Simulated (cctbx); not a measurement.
# Diagnosing a refinement

Cell a = 7.5420 Å, b = 7.5420 Å, c = 4.6450 Å, α = 90.00°, β = 90.00°, γ = 120.00°; space group P-62m (no. 189).

Simulated single-crystal data (cctbx): Mo Kα, λ = 0.71073 Å, to d = 0.84 Å, 70 % of the full sphere, strongest reflection 20000 counts, noise from counting, a 2 % proportional error and a noise floor of 2 counts (s.d.); no absorption, and some extinction, which the refinements don't model.

An anisotropic refinement with weights 1/σ² prints:

```text
Rint 0.023, 174 unique reflections to 0.84 A
cycle     R1     wR2    GooF  max shift (A)
   1  0.1714  0.3944  28.803   0.03198
   6  0.0659  0.1575  11.501   0.00024
final R1 0.0659 wR2 0.1575 GooF 11.501  parameters 12  data/parameter 14.5
atom        x        y        z      Ueq    occ   su(xyz)  su(Uiso or U11)
Ce1    0.00000  0.42362  0.00000  -0.0002  1.000  0.00033  0.0012  NPD
Sc1    0.33333  0.66667  0.50000   0.0070  1.000  0.00000  0.0038
Sc2    0.00000  0.00000  0.00000   0.0068  1.000  0.00000  0.0056
Zn1    0.00000  0.74183  0.50000   0.1009  1.000  0.00263  0.0171
difference map: max 2.82 min -4.39 rms 0.82
Q1    0.0000  0.5042  0.5000    3    2.85  1.79 A from Zn1
Q2    0.1521  0.3734  0.5000    6    2.38  1.45 A from Zn1
Q3    0.0000  0.7831  0.5000    3    2.23  0.31 A from Zn1
Q4    0.0000  0.4489  0.0000    3    2.18  0.19 A from Ce1
Q5    0.2154  0.5780  0.5000    6    1.58  0.80 A from Sc1
Q6    0.0000  0.2774  0.5000    3    1.39  2.02 A from Zn1
```

Q: Accept it or mend it, and why?

Mend it. The fault: wrong element: Zn1 is Mg. Against the right model at the same level, R1 goes from 0.0089 to 0.0659 and GooF from 1.27 to 11.50, Zn1 takes U = 0.10 Å², the top difference peak, 2.9 e/Å³, lies 1.79 Å from Zn1, a hole of -4.4 e/Å³ opens and Ce1 goes non-positive-definite. 

The compound is CeMgSc. The right model at the same level gives:

```text
Rint 0.023, 174 unique reflections to 0.84 A
cycle     R1     wR2    GooF  max shift (A)
   1  0.0090  0.0179   1.311   0.00036
   2  0.0089  0.0174   1.268   0.00000
final R1 0.0089 wR2 0.0174 GooF 1.268  parameters 12  data/parameter 14.5
atom        x        y        z      Ueq    occ   su(xyz)  su(Uiso or U11)
Ce1    0.00000  0.42387  0.00000   0.0028  1.000  0.00004  0.0001
Sc1    0.33333  0.66667  0.50000   0.0048  1.000  0.00000  0.0004
Sc2    0.00000  0.00000  0.00000   0.0058  1.000  0.00000  0.0006
Mg1    0.00000  0.75307  0.50000   0.0065  1.000  0.00022  0.0009
Flack x: -0.01(3)
Hooft y: -0.003(20)  Bijvoet pairs: 68
difference map: max 0.20 min -0.83 rms 0.11
Q1    0.0000  0.4651  0.3216    6    0.21  1.53 A from Ce1
Q2    0.1123  0.3035  0.2861   12    0.19  1.62 A from Mg1
Q3    0.1577  0.7033  0.2739   12    0.19  1.76 A from Mg1
Q4    0.3333  0.6667  0.2415    4    0.18  1.20 A from Sc1
Q5    0.1097  0.6283  0.1369   12    0.15  1.48 A from Ce1
Q6    0.1968  0.4806  0.1385   12    0.15  1.47 A from Ce1
```

The model was made for the exercise: a known structure type with other elements put in, its volume estimated, not relaxed; displacement parameters are assumed.

[Middle refinement cycles are left out of these outputs.]

[Logs are printed without paths, hosts, clocks, repeated set-up lines and the standing remarks that a program may print on its own settings, such as how far it seeks lower states.]
